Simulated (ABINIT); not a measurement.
# BaTiO3 (R3m): G0W0 with ABINIT, start to end, part 3 of 3

Aim: the G0W0 gap of BaTiO3 (R3m) on LDA, step by step.

ABINIT 10.8.3; LDA and many-body steps on it, plane waves. Known limits of the many-body steps: not at the basis limit; no spin-orbit coupling; coarse k mesh.

So far. Step 3 (Bands along the symmetry lines): The gap is 2.348 eV, as in the run before at this level. Step 4 (Empty states on the mesh, 2×2×2 mesh, 132 bands): On this mesh the gap is 2.348 eV.

### 5. Screening, 2×2×2 mesh, 120 bands, screening to 106.1 eV

The RPA dielectric matrix is built and inverted for each q.

This step: RPA screening on LDA, plane waves, norm-conserving pseudopotentials.

Contents of run.abi:

```
acell 3*1.0 Angstrom
rprim 
  2.827366608379 1.632380872429 2.318393493212
  -2.827366608379 1.632380872429 2.318393493212
  -0.000000000000 -3.264761744908 2.318393493176
ntypat 3
znucl 56 22 8
natom 5
typat 1 2 3 3 3
xred 
  0.000000000000 0.000000000000 0.000000000000
  0.484500000000 0.484500000000 0.484500000000
  0.508600000000 0.508600000000 0.017500000000
  0.017500000000 0.508600000000 0.508600000000
  0.508600000000 0.017500000000 0.508600000000
pp_dirpath "pseudos"
pseudos "Ba.upf, Ti.upf, O.upf"
ecut 38
ngkpt 2 2 2
nshiftk 1
shiftk 0 0 0
kptopt 1
chksymbreak 0
istwfk *1
occopt 1
irdwfk 1
optdriver 3
nband 120
ecuteps 3.9
inclvkb 2
awtr 1
symchi 1
indata_prefix "in"
outdata_prefix "out"
tmpdata_prefix "tmp"
```

The run is started by

```bash
$ OMP_NUM_THREADS=1 mpirun -n 4 abinit run.abi > log
```

Numbers of over 12 decimals in the logs are rounded to 6 here.

Output:

```text
.Version 10.8.3 of ABINIT. v10.8.2 released Aug 2026.

 Symmetries : space group R3 m (#160); Bravais hR (rhombohedral)
[... echo of the input left out ...]
== DATASET  1 ==================================================================
-   mpi_nproc: 4, omp_nthreads: 1 (-1 if OMP is not activated)

--- !DatasetInfo
iteration_state: {dtset: 1, }
dimensions: {natom: 5, nkpt: 4, mband: 120, nsppol: 1, nspinor: 1, nspden: 1, mpw: 4921, }
cutoff_energies: {ecut:  38.0, pawecutdg:  -1.0, }
electrons: {nelect:   4.00000000E+01, charge:   0.00000000E+00, occopt:   1.00000000E+00, tsmear:   1.00000000E-02, }

 SCREENING: Calculation of the susceptibility and dielectric matrices

 Based on a program developped by R.W. Godby, V. Olevano, G. Onida, and L. Reining.
 Incorporated in ABINIT by V. Olevano, G.-M. Rignanese, and M. Torrent.
.Using double precision arithmetic ; gwpc =  8

[... cell and pseudopotentials left out ...]
--------------------------------------------------------------------------------

 ==== K-mesh for the wavefunctions ====
 Number of points in the irreducible wedge :     4
[... list of points left out ...]
 Together with  6 symmetry operations and time-reversal symmetry
 yields     8 points in the full Brillouin Zone.

 ==== Q-mesh for the screening function ====
 Number of points in the irreducible wedge :     4
[... list of points left out ...]
 Together with  6 symmetry operations and time-reversal symmetry
 yields     8 points in the full Brillouin Zone.

 setmesh: FFT mesh size selected  =    27x   27x   27
          total number of points  =        19683

 vcoul_init : cutoff-mode = AUXILIARY_FUNCTION
 q-points for optical limit:   1
     1)      0.000010    0.000020    0.000030

- screening: taking advantage of time-reversal symmetry
- Maximum band index for partially occupied states nbvw = 20
- Remaining bands to be divided among processors   nbcw = 100
- Number of bands treated by each node ~25

 Number of electrons calculated from density =   40.0000; Expected =   40.0000
 average of density, n =  0.092325
 r_s =    1.3726
 omega_plasma =   29.3100 [eV]

 calculating chi0 at frequencies [eV] :
  1    0.000000E+00    0.000000E+00
  2    0.000000E+00    2.931003E+01

--------------------------------------------------------------------------------
  q-point number  1        q = ( 0.000000, 0.000000, 0.000000) [r.l.u.]
--------------------------------------------------------------------------------
[... chi0 elements left out ...]
 For q-point:  0.000010 0.000020 0.000030
  dielectric constant =   6.5886
  dielectric constant without local fields =   7.5738

  Average fulfillment of the sum rule on Im[epsilon] for q-point    1 :     65.18  [%]
[... wings left out ...]
  q-point number  2        q = ( 0.500000, 0.000000, 0.000000) [r.l.u.]
--------------------------------------------------------------------------------
[... chi0 elements left out ...]
  Average fulfillment of the sum rule on Im[epsilon] for q-point    2 :     72.07  [%]

 [... 2 further q-points ...]
```

Run time: 10 s. Hardware: 4 MPI ranks of Arm Neoverse V2, shared host; peak memory 0.64 GiB; 41 s of CPU time.

This step gave:

```yaml
eps_infinity_with_local_fields_on_this_mesh_along_the_program_s_q_direction: 6.589
the_same_without_local_fields: 7.574
plasma_frequency: 29.31 eV
plane_waves_in_the_screening_matrix: 171
```

Local fields lower ε∞ by 13 %. On a Γ-centred mesh this coarse the value itself is usually too large, while a short band sum pulls it down.

### 6. Self-energy, 2×2×2 mesh, 120 bands, screening to 106.1 eV

The self-energy is evaluated for the states that the input lists, and the levels follow from it, in one-shot runs by the linearised quasiparticle equation.

This step: G0W0 on LDA, plane waves, norm-conserving pseudopotentials.

run.abi: that of step 5 with these lines changed.

```diff
@@ -26,8 +26,21 @@
 irdwfk 1
-optdriver 3
+optdriver 4
 nband 120
+gwcalctyp 0
+ecutsigx 38
+symsigma 1
+nkptgw 4
+kptgw 
+  0.0000000000 0.0000000000 0.0000000000
+  0.5000000000 0.0000000000 0.0000000000
+  0.5000000000 0.5000000000 0.0000000000
+  0.5000000000 0.5000000000 0.5000000000
+bdgw 
+  12 25
+  12 25
+  12 25
+  12 25
 ecuteps 3.9
-inclvkb 2
-awtr 1
-symchi 1
+irdscr 1
+ppmodel 1
 indata_prefix "in"
```

Output:

```text
.Version 10.8.3 of ABINIT. v10.8.2 released Aug 2026.

 Symmetries : space group R3 m (#160); Bravais hR (rhombohedral)
[... echo of the input left out ...]
== DATASET  1 ==================================================================
-   mpi_nproc: 4, omp_nthreads: 1 (-1 if OMP is not activated)

--- !DatasetInfo
iteration_state: {dtset: 1, }
dimensions: {natom: 5, nkpt: 4, mband: 120, nsppol: 1, nspinor: 1, nspden: 1, mpw: 4921, }
cutoff_energies: {ecut:  38.0, pawecutdg:  -1.0, }
electrons: {nelect:   4.00000000E+01, charge:   0.00000000E+00, occopt:   1.00000000E+00, tsmear:   1.00000000E-02, }

 SIGMA: Calculation of the GW corrections

 Based on a program developped by R.W. Godby, V. Olevano, G. Onida, and L. Reining.
 Incorporated in ABINIT by V. Olevano, G.-M. Rignanese, and M. Torrent.
.Using double precision arithmetic ; gwpc =  8

[... cell and pseudopotentials left out ...]
--------------------------------------------------------------------------------

 ==== K-mesh for the wavefunctions ====
 Number of points in the irreducible wedge :     4
[... list of points left out ...]
 Together with  6 symmetry operations and time-reversal symmetry
 yields     8 points in the full Brillouin Zone.

 ==== Q-mesh for screening function ====
 Number of points in the irreducible wedge :     4
[... list of points left out ...]
 Together with  6 symmetry operations and time-reversal symmetry
 yields     8 points in the full Brillouin Zone.

 vcoul_init : cutoff-mode = AUXILIARY_FUNCTION
 q-points for optical limit:   1
     1)      0.000010    0.000020    0.000030
 setmesh: FFT mesh size selected  =    45x   45x   45
          total number of points  =        91125

 Number of electrons calculated from density =   40.0000; Expected =   40.0000
 average of density, n =  0.092325
 r_s =    1.3726
 omega_plasma =   29.3100 [eV]

 === KS Band Gaps ===
  >>>> For spin  1
   Minimum direct gap =   2.7310 [eV], located at k-point      :   0.0000  0.0000  0.0000
   Fundamental gap    =   2.3481 [eV], Top of valence bands at :   0.5000  0.5000  0.5000
                                       Bottom of conduction at :   0.0000  0.0000  0.0000
 SIGMA fundamental parameters:
 PLASMON POLE MODEL  1
 number of plane-waves for SigmaX                 4921
 number of plane-waves for SigmaC and W            171
 number of plane-waves for wavefunctions          4921
 number of bands                                   120
 number of independent spin polarizations            1
 number of spinorial components                      1
 number of k-points in IBZ                           4
 number of q-points in IBZ                           4
 number of symmetry operations                       6
 number of k-points in BZ                            8
 number of q-points in BZ                            8
 number of frequencies for dSigma/dE                 9
 frequency step for dSigma/dE [eV]                0.25
 number of omega for Sigma on real axis              0
 max omega for Sigma on real axis  [eV]           0.00
 zcut for avoiding poles [eV]                     0.10

 EPSILON^-1 parameters (SCR file):
 dimension of the eps^-1 matrix on file            171
 dimension of the eps^-1 matrix used               171
 number of plane-waves for wavefunctions          4921
 number of bands                                   120
 number of q-points in IBZ                           4
 number of frequencies                               2
 number of real frequencies                          1
 number of imag frequencies                          1

 matrix elements of self-energy operator (all in [eV])

 Perturbative Calculation

--- !SelfEnergy_ee
iteration_state: {dtset: 1, }
kpoint     : [   0.000,    0.000,    0.000, ]
spin       : 1
KS_gap     :    2.731
QP_gap     :    4.531
Delta_QP_KS:    1.800
data: !SigmaeeData |
     Band     E0 <VxcDFT>   SigX SigC(E0)      Z dSigC/dE  Sig(E)    E-E0       E
       12   3.990 -18.580 -23.888   4.963   0.774  -0.293 -18.847  -0.267   3.723
       13   3.992 -18.587 -23.864   4.949   0.775  -0.290 -18.841  -0.254   3.738
       14   3.992 -18.587 -23.864   4.949   0.775  -0.290 -18.841  -0.254   3.738
       15   4.872 -18.571 -23.476   4.803   0.763  -0.311 -18.649  -0.078   4.794
       16   4.872 -18.571 -23.476   4.803   0.763  -0.311 -18.649  -0.078   4.794
       17   5.114 -18.636 -23.774   5.007   0.765  -0.306 -18.736  -0.100   5.014
       18   5.676 -19.613 -23.851   4.294   0.775  -0.290 -19.570   0.044   5.720
       19   5.820 -19.977 -24.624   4.658   0.775  -0.291 -19.968   0.009   5.829
       20   5.820 -19.977 -24.624   4.658   0.775  -0.291 -19.968   0.009   5.829
       21   8.551 -18.879 -11.544  -5.038   0.788  -0.270 -17.070   1.810  10.360
[...]
--- !SelfEnergy_ee
iteration_state: {dtset: 1, }
kpoint     : [   0.500,    0.000,    0.000, ]
spin       : 1
KS_gap     :    3.344
QP_gap     :    5.256
Delta_QP_KS:    1.912
data: !SigmaeeData |
     Band     E0 <VxcDFT>   SigX SigC(E0)      Z dSigC/dE  Sig(E)    E-E0       E
[...]
--- !SelfEnergy_ee
iteration_state: {dtset: 1, }
kpoint     : [   0.500,    0.500,    0.000, ]
spin       : 1
KS_gap     :    3.964
QP_gap     :    5.886
Delta_QP_KS:    1.922
data: !SigmaeeData |
     Band     E0 <VxcDFT>   SigX SigC(E0)      Z dSigC/dE  Sig(E)    E-E0       E
[...]
--- !SelfEnergy_ee
iteration_state: {dtset: 1, }
kpoint     : [   0.500,    0.500,    0.500, ]
spin       : 1
KS_gap     :    4.363
QP_gap     :    6.176
Delta_QP_KS:    1.812
data: !SigmaeeData |
     Band     E0 <VxcDFT>   SigX SigC(E0)      Z dSigC/dE  Sig(E)    E-E0       E
[...]
21  10.566 -21.471 -13.155  -5.757   0.719  -0.391 -19.632   1.839  12.406
       22  10.718 -21.639 -13.185  -5.858   0.740  -0.351 -19.718   1.922  12.640
       23  10.718 -21.639 -13.185  -5.858   0.740  -0.351 -19.718   1.922  12.640
       24  12.816 -13.420  -7.653  -4.338   0.827  -0.209 -12.238   1.182  13.997
       25  12.816 -13.420  -7.653  -4.338   0.827  -0.209 -12.238   1.182  13.997

 New Fermi energy :        3.048368E-01 Ha ,    8.295031E+00 eV

 === QP Band Gaps ===
  >>>> For spin  1
   Minimum direct gap =   4.5314 [eV], located at k-point      :   0.0000  0.0000  0.0000
   Fundamental gap    =   4.1307 [eV], Top of valence bands at :   0.5000  0.5000  0.5000
                                       Bottom of conduction at :   0.0000  0.0000  0.0000

== END DATASET(S) ==============================================================
================================================================================

 -outvars: echo values of variables after computation  --------
           etotal      0.0000000000E+00
            nband         120
             nkpt           4
          spgroup         160
 [... the other variables as echoed above ...]

 Calculation completed.
```

The job ended after 15 s (4 MPI ranks; peak memory 0.73 GiB; 59 s of CPU time).

Numbers from this step:

```
G0W0 gap on the mesh                         : 4.130 eV
starting gap on the mesh                     : 2.348 eV
k of the valence top                         : 0.5, 0.5, 0.5
k of the conduction bottom                   : 0, 0, 0
Z at the valence top                         : 0.77
Z at the conduction bottom                   : 0.788
least direct G0W0 gap on the computed points : 4.531 eV
```

The gap on the mesh goes from 2.35 eV to 4.13 eV, a correction of +1.78 eV.

Limits: finite bands, cutoff and mesh; no spin-orbit coupling; coarse k mesh. v1 is the top filled band, c1 the lowest empty one. Levels before and after the correction, in eV, zero at the valence-band top of each column:

|  | conduction bottom | valence top |
| --- | --- | --- |
| Kohn-Sham | 2.35 | 0.00 |
| G0W0 | 4.13 | 0.00 |

|  | level | energy (eV) |
| --- | --- | --- |
| Kohn-Sham | Γ v3 | -0.527 |
| Kohn-Sham | Γ v2-v1 | -0.383 |
| Kohn-Sham | Γ c1-c2 | 2.348 |
| Kohn-Sham | Γ c3 | 2.495 |
| Kohn-Sham | (0.5 0.5 0.5) v3-v2 | -0.016 |
| Kohn-Sham | (0.5 0.5 0.5) v1 | 0.000 |
| Kohn-Sham | (0.5 0.5 0.5) c1 | 4.363 |
| Kohn-Sham | (0.5 0.5 0.5) c2-c3 | 4.515 |
| G0W0 | Γ v3 | -0.510 |
| G0W0 | Γ v2-v1 | -0.401 |
| G0W0 | Γ c1-c2 | 4.130 |
| G0W0 | Γ c3 | 4.238 |
| G0W0 | (0.5 0.5 0.5) v3-v2 | -0.008 |
| G0W0 | (0.5 0.5 0.5) v1 | 0.000 |
| G0W0 | (0.5 0.5 0.5) c1 | 6.176 |
| G0W0 | (0.5 0.5 0.5) c2-c3 | 6.410 |

### 7. Where the time went

Times are wall times on 4 MPI ranks of Arm Neoverse V2, shared host, good to a factor of about two.

| step | time | share | memory (GiB) |
| --- | --- | --- | --- |
| ground state | 48 s | 36 % | 0.37 |
| bands along the symmetry lines | 36 s | 28 % | 0.4 |
| empty states on the mesh | 22 s | 17 % | 0.34 |
| screening | 10 s | 8 % | 0.64 |
| self-energy | 15 s | 11 % | 0.73 |

### 8. Summary of results

| Property | Result |
| --- | --- |
| LDA gap | 2.35 eV, indirect |
| G0W0 gap on the mesh | 4.13 eV |
| GW settings | 2×2×2 mesh, 120 bands, screening to 106.1 eV, Godby-Needs plasmon pole |
| known limits | not at the basis limit; no spin-orbit coupling; coarse k mesh |

What this shows: G0W0 moves the gap on the mesh from 2.35 eV to 4.13 eV (+1.78 eV), with Z of 0.77 and 0.79 at the edges. Local fields lower the RPA ε∞ on this mesh from 7.57 to 6.59; a Γ-centred mesh this coarse tends to raise both, most where the direct gap is narrow, while a short band sum lowers them. Bands and cutoff are finite, so the gap is not at the basis limit. The miss can reach some tenths of an eV and take either sign; the mesh is an error of its own. The 2×2×2 mesh is coarse for this cell, which bears on the long-range parts of exchange and screening. The many-body steps are scalar-relativistic: spin-orbit coupling is not in them.

[Paths, hosts, dates, memory and timing lines, banners, echoed tables and standing remarks are left out of the program output.]

[Logs are printed without paths, hosts, clocks, repeated set-up lines and the standing remarks that a program may print on its own settings, such as how far it seeks lower states.]

[Runs of the session that timed out or met a known fault of the program may be left out.]

[Hosts, paths, dates, database ids (printed as entryN), source tags and the programs' standing remarks are cut or masked in the printed files.]

[G0W0 gaps are taken among the corrected bands and points alone; a level outside them can change the order at an edge.]

[Where Ansatz stands beside ABINIT at settings called matched, ABINIT's density can come from a denser mesh and the files from another edition; pairs whose starting gaps differed by over 0.03 eV were left out, so agreement reads better than it is.]
